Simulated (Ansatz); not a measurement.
## Lattice dynamics of Ba (P4/mmm, 1 atom in the cell)

Aim: the vibrations of Ba (P4/mmm, 1 atom in the cell), their spectra, and whether the structure is stable.

Calculated with Ansatz 0.2.0; DFT LDA, scalar-relativistic, plane waves, norm-conserving pseudopotentials.

This is a report of a sequence of runs, with most program output left out.

This is not the structure that Ba takes at ambient pressure and room temperature (bcc); it is a model or a phase of other conditions.

**1. The structure**

Symmetry: P4/mmm, No. 123, tetragonal system. Conventional cell: a = 4.000 Å, b = 4.000 Å, c = 3.606 Å, α = 90.00°, β = 90.00°, γ = 90.00°. Nearest to Ba lie 6 Ba at 3.61 to 4.00 Å.

**2. Bringing the structure to rest**

The cell and atoms are relaxed, since residual forces and stress would shift the frequencies.

Input file input.yaml:

```yaml
crystal:
  lattice:
    - [3.99965, 0.0, 0.0]
    - [0.0, 3.99965, 0.0]
    - [0.0, 0.0, 3.605539]
  atoms:
    - { symbol: Ba, position: [0.5, 0.5, 0.5] }
kpoints:
  mp_grid: { grid: [10, 10, 10] }
hamiltonian:
  xc: lda
  pseudopotentials: { kind: nc }
scf:
  occupations: { method: gaussian, width: 0.1 }
output:
  forces: true
  stress: true
  eigenvalues: true
  write_density: true
  write_potential: true
  elf: true
  volumetric_format: npy
relax:
  adjacent_minimum: "off"
  f_tol: 0.005
  max_steps: 80
  cell: { stress_tol: 0.05 }
```

The run is started by

```bash
$ ansatz run input.yaml --threads 4 --pin off --max-ram 7168MiB --backend cpu --events-out ev --progress --plain --runs-dir out
```

It took 15 s on 4 threads of Arm Neoverse V2, shared host; peak memory 0.45 GiB; 58 s of CPU time.

Step by step:

```tsv
step	energy less that of the first step (eV)	largest force component (eV/Å)	pressure (GPa)	volume (Å³)
1	0.0000	0.0000	-0.90	57.68
2	-0.0336	0.0000	-0.73	55.79
3	-0.0604	0.0000	0.03	51.02
4	-0.0604	0.0000	0.02	51.08
5*	-0.0604	0.0000	0.02	51.08
```

Relaxation steps marked * repeat the geometry before them on a plane-wave basis chosen anew for their cell, so energy and pressure can jump there.

```tsv
conventional cell, symmetrised	before	after	change
a (Å)	4.000	3.710	-7.2 %
b (Å)	4.000	3.710	-7.2 %
c (Å)	3.606	3.710	+2.9 %
volume (Å³/atom)	57.68	51.08	-11.4 %
```

Final coordinates:

```xyz
1
Lattice="3.7120 0.0000 0.0000 0.0000 3.7120 0.0000 0.0000 0.0000 3.7071" Properties=species:S:1:pos:R:3 pbc="T T T"
Ba    1.8560    1.8560    1.8535
```

Numbers from this step:

| Quantity | Value |
| --- | --- |
| pressure | 0.01539 GPa |
| volume per atom | 51.08 Å³ |
| gap on the k-mesh | 0 eV |

ELF in the ac plane at fractional y = 0.500, with atoms of Ba within 0.2 Å of it. It is the smooth field of the valence electrons, not physical close to the nuclei.

Ten even steps from '0' (0.01) to '9' (0.87), each cell a mean:
```
43210000001123
32112344321112
11135789875211
01268999998410
01389965799720
01499710289830
01499600189830
01489843699730
01269999999520
11136899986311
21113466542112
43211111111123
44210000000134
```
Columns run along a (3.7 Å), rows up along c (3.7 Å). Atoms in or near the plane, at fractional coordinates: Ba at (0.50, 0.50).

Valence density in the ac plane at fractional y = 0.500, with atoms of Ba within 0.2 Å of it. It is the smooth field of the valence electrons, not physical close to the nuclei.

Ten even steps from '0' (0.0 e/Å³) to '9' (1.4 e/Å³), each cell a mean:
```
00000000000000
00000011100000
00001344421000
00014799863100
00137976896200
00149820398310
00159710398310
00148964797200
00025899974100
00012456531000
00000122110000
00000000000000
00000000000000
```
Columns run along a (3.7 Å), rows up along c (3.7 Å). Atoms in or near the plane, at fractional coordinates: Ba at (0.50, 0.50).

Electrostatic potential energy in the ac plane at fractional y = 0.500, with atoms of Ba within 0.2 Å of it. With pseudopotentials it is smooth inside the atoms' cores, unlike the true potential.

Values in eV, 13 rows by 14 columns, each cell a mean:
```
  10   10    9    8    7    5    5    4    5    6    7    8    9   10
   9    9    8    7    5    3    1    1    2    3    5    7    8    9
   8    8    6    4    0   -5  -11  -12   -9   -4    1    5    7    8
   7    7    4    0   -8  -22  -38  -43  -34  -18   -6    1    5    7
   6    5    2   -7  -24  -57  -92 -102  -83  -47  -19   -3    3    5
   5    4    0  -12  -39  -88 -132 -138 -123  -74  -31   -7    1    5
   5    4    0  -13  -41  -93 -136 -138 -129  -78  -33   -7    1    5
   6    5    1   -9  -29  -68 -107 -119  -98  -56  -23   -4    2    5
   7    6    4   -3  -13  -33  -54  -61  -49  -27  -10    0    4    6
   8    7    6    3   -2   -9  -15  -18  -14   -7   -1    4    6    8
   9    9    8    6    3    1   -2   -2   -1    1    4    6    8    9
  10    9    9    8    6    5    4    4    4    5    7    8    9   10
  10   10    9    8    7    6    5    5    6    6    7    9    9   10
```
Columns run along a (3.7 Å; values clipped at the 3rd and 97th percentile), rows up along c (3.7 Å). Atoms in or near the plane, at fractional coordinates: Ba at (0.50, 0.50).

In this step the volume went from 57.68 to 51.08 Å³/atom.

**3. Bringing the structure to rest**

The relaxation is repeated from its end on the same settings, as a check that it has come to rest.

input.yaml, as its differences from that of step 2:

```diff
@@ -2,5 +2,5 @@
   lattice:
-    - [3.99965, 0.0, 0.0]
-    - [0.0, 3.99965, 0.0]
-    - [0.0, 0.0, 3.605539]
+    - [3.711975573, 0.0, 0.0]
+    - [0.0, 3.711975573, 0.0]
+    - [0.0, 0.0, 3.7070785317]
   atoms:
```

It took 5.8 s on 4 threads; peak memory 0.42 GiB.

Little changed from the start: no atom moved by 0.005 Å and no cell edge by 0.1 %.

In this step the volume went from 51.08 to 51.08 Å³/atom.

**4. Tight relaxation**

Phonons need a cell at rest on their own settings, so the relaxation is repeated with tight tolerances on forces and stress, using the mesh and the filling of the phonon run that follows.

input.yaml, the sections that differ from step 3:

```yaml
kpoints:
  mp_grid: { grid: [12, 12, 12] }
scf:
  occupations: { method: methfessel_paxton, width: 0.15 }
output:
  forces: true
  stress: true
  eigenvalues: true
relax:
  adjacent_minimum: "off"
  f_tol: 0.001
  max_steps: 60
  cell: { stress_tol: 0.01 }
# crystal, hamiltonian: as in step 3
```

Wall time 15 s (4 threads); peak memory 0.48 GiB.

Step by step:

```tsv
step	energy less that of the first step (eV)	largest force component (eV/Å)	pressure (GPa)	volume (Å³)
1	0.0000	0.0000	-0.04	51.08
2	0.0000	0.0000	-0.03	51.01
3	0.0000	0.0000	0.00	50.85
4*	0.0000	0.0000	0.00	50.85
```

Relaxation steps marked * repeat the geometry before them on a plane-wave basis chosen anew for their cell, so energy and pressure can jump there.

```tsv
cell as run	before	after	change
a (Å)	3.712	3.705	-0.2 %
b (Å)	3.712	3.705	-0.2 %
c (Å)	3.707	3.705	-0.1 %
volume (Å³/atom)	51.08	50.85	-0.5 %
```

Final coordinates:

```xyz
1
Lattice="3.7047 0.0000 0.0000 0.0000 3.7047 0.0000 0.0000 0.0000 3.7049" Properties=species:S:1:pos:R:3 pbc="T T T"
Ba    1.8523    1.8523    1.8524
```

This step gave:

- pressure: -4.30e-4 GPa
- volume per atom: 50.85 Å³

The forces vanish by symmetry and the pressure is 0.000 GPa, within the tolerances set. The cell now holds 50.85 Å³/atom. Within 0.01 Å the structure now has space group Pm-3m, not the P4/mmm of the start.

**5. Response at finite wavevector**

Stability and thermal properties need the whole zone. Linear response on a 4×4×4 q mesh gives force constants as far as a supercell of that size would.

input.yaml, the sections that differ from step 4:

```yaml
crystal:
  lattice:
    - [3.7046682352, 0.0, 0.0]
    - [0.0, 3.7046682352, 0.0]
    - [0.0, 0.0, 3.7048958767]
  atoms:
    - { symbol: Ba, position: [0.5, 0.5, 0.5] }
output:
  eigenvalues: true
phonons:
  method: dfpt
  qmesh: [4, 4, 4]
  temperatures: { t_max: 1000, t_step: 50 }
  qpath:
    path:
      - [[0.0, 0.0, 0.0], [0.0, 0.49998976, 0.0], [0.49998976, 0.49998976, 0.0], [0.0, 0.0, 0.0], [0.49998976, 0.49998976, 0.50002048], [0.0, 0.49998976, 0.0]]
      - [[0.49998976, 0.49998976, 0.50002048], [0.49998976, 0.49998976, 0.0]]
    npoints: 10
# kpoints, hamiltonian, scf: as in step 4
# relax: removed
```

It took 4.8 min on 4 threads; peak memory 3.6 GiB; 19 min of CPU time.

Numbers from this step:

```
sum-rule residual before enforcement                    : 1.32e-4 eV/Å²
lowest frequency on the path                            : -48.00 cm⁻¹
highest frequency on the path or at a solved wavevector : 76.6 cm⁻¹
lowest mode on the q mesh (acoustic modes at Γ apart)   : -48 cm⁻¹
```

Frequencies (cm⁻¹) solved at each irreducible wavevector; negative means imaginary. Frequencies by wavevector, by row:

```tsv
q in reciprocal lattice units	star	mode 1	mode 2	mode 3
0 0 0	1	0	0	0
0 0 0.25	2	-19.8	-19.8	57.9
0 0 -0.5	1	-30.1	-30.1	76.6
0 0.25 0	4	-19.8	-19.8	57.9
0 0.25 0.25	8	-30.1	51.3	52.2
0 0.25 -0.5	4	-41.7	43	70.7
0 -0.5 0	2	-30.1	-30.1	76.6
0 -0.5 0.25	4	-41.7	43	70.7
0 -0.5 -0.5	2	-48	67	67
0.25 0.25 0	4	-30.1	51.3	52.2
0.25 0.25 0.25	8	38.2	43.4	43.4
0.25 0.25 -0.5	4	-7	34.9	58.5
0.25 -0.5 0	4	-41.7	43	70.7
0.25 -0.5 0.25	8	-7	34.9	58.5
0.25 -0.5 -0.5	4	6.1	47.1	47.1
-0.5 -0.5 0	1	-48	67	67
-0.5 -0.5 0.25	2	6	47.1	47.1
-0.5 -0.5 -0.5	1	22.8	22.9	22.9
```

Interpolated from a 4×4×4 q mesh. The phonon branches at the labelled points (cm⁻¹):

```tsv
point	branch 1	branch 2	branch 3
Γ	0	0	0
halfway	-20	-20	58
X	-30	-30	77
halfway	-42	43	71
M	-48	67	67
halfway	-30	51	52
Γ	0	0	0
halfway	38	43	43
R	23	23	23
halfway	-7	35	58
X	-30	-30	77
jump to R	23	23	23
halfway	6	47	47
M	-48	67	67
```

The phonon density of states has structure finer than the step of the table below, so its rows give means over 5 cm⁻¹, whole bins alone (the curve runs from -48.5 to 76.5 cm⁻¹). Peaks (cm⁻¹: height): -29.5: 0.0314, 23.5: 0.0379, 65.5: 0.0493.

Tetrahedra on a 20×20×20 mesh, mean over bins of 1 cm-1. Interpolated from a 4×4×4 q mesh. Phonon density of states against wavenumber; means over each step:

```tsv
wavenumber (cm⁻¹)	phonon density of states (1/cm⁻¹/cell)
-45	0.0105
-40	0.0173
-35	0.0220
-30	0.0292
-25	0.0262
-20	0.0202
-15	0.0143
-10	0.0110
-5	0.00991
0	0.00940
5	0.00957
10	0.0112
15	0.0130
20	0.0189
25	0.0253
30	0.0216
35	0.0291
40	0.0428
45	0.0417
50	0.0420
55	0.0435
60	0.0460
65	0.0478
70	0.0278
```

Second derivatives of the energy by pair, one row for each kind of neighbour of each atom listed. Each entry sums the pair over the periodic images of the supercell that the q mesh stands for, and in a polar crystal it holds the long-range dipole part too. Force constants by pair, by row:

```tsv
atom	neighbour	distance (Å)	third of the trace (eV/Å²)	along the pair's line (eV/Å²)
Ba1	itself	0	0.7564	–
Ba1	Ba	3.705	-0.0326	-0.5856
Ba1	Ba	5.239	-0.0407	-0.0192
Ba1	Ba	6.417	0.0166	-0.0264
Ba1	Ba	7.409	-0.0257	-0.099
Ba1	Ba	7.41	-0.0256	-0.099
```

Symmetry leaves 18 wavevectors to solve. The lowest mode among them, the acoustic zeros apart, lies at q = (-0.5, -0.5, 0) and is imaginary, 48.0i cm⁻¹, so the energy falls along it.

**6. Another isotope**

An isotope changes the mass and not the force constants, so no new electronic calculation is needed; the shifts show which modes move this element.

The same force constants with the mass of Ba changed from 137.327 to 133.905 u (phonopy, no LO-TO term). Both lists are sorted by frequency. Modes under 3 cm⁻¹ are left out. Isotope shifts, by row:

```tsv
q	rank	natural mass (cm⁻¹)	changed mass (cm⁻¹)
0 0 0.25	1	-19.81	-20.06
0 0 0.25	2	-19.81	-20.06
0 0 0.25	3	57.86	58.59
0 0 -0.5	1	-30.15	-30.53
0 0 -0.5	2	-30.15	-30.53
0 0 -0.5	3	76.56	77.53
0 0.25 0	1	-19.81	-20.06
0 0.25 0	2	-19.81	-20.06
0 0.25 0	3	57.86	58.6
```

With one element every mode shifts by +1.27 %.

**7. Results**

```
space group after relaxation (within 0.01 Å)            : Pm-3m
volume per atom                                         : 50.8 Å³
electronic character                                    : no gap on this mesh
lowest mode on the q mesh (acoustic modes at Γ apart)   : -48.0 cm⁻¹
highest frequency on the path or at a solved wavevector : 76.6 cm⁻¹
imaginary modes on the 4×4×4 q mesh                     : yes
```

Modes are clearly imaginary (beyond 10i cm⁻¹) at 11 of the 18 irreducible wavevectors, most at q = (-0.5, -0.5, 0) (48.0i cm⁻¹), so this structure is not a minimum of the energy. The relaxed cell left the space group of the starting entry, even within 0.1 Å, so it may not be the phase that the entry, or a measurement on it, describes. With no gap, or one that is small against the smearing, the frequencies hang on the k mesh and the smearing, most of all near Kohn anomalies. Spin-orbit coupling is left out, which can matter for the heavy elements here. A phonon run warned that its eigensolver left some bands unconverged in a pass. These are harmonic frequencies at zero temperature: anharmonic shifts, linewidths and thermal expansion are left out.

[Logs are printed without paths, hosts, clocks, repeated set-up lines and the standing remarks that a program may print on its own settings, such as how far it seeks lower states.]

[Hosts, paths, dates, database ids (printed as entryN), source tags and the programs' standing remarks are cut or masked in the printed files.]
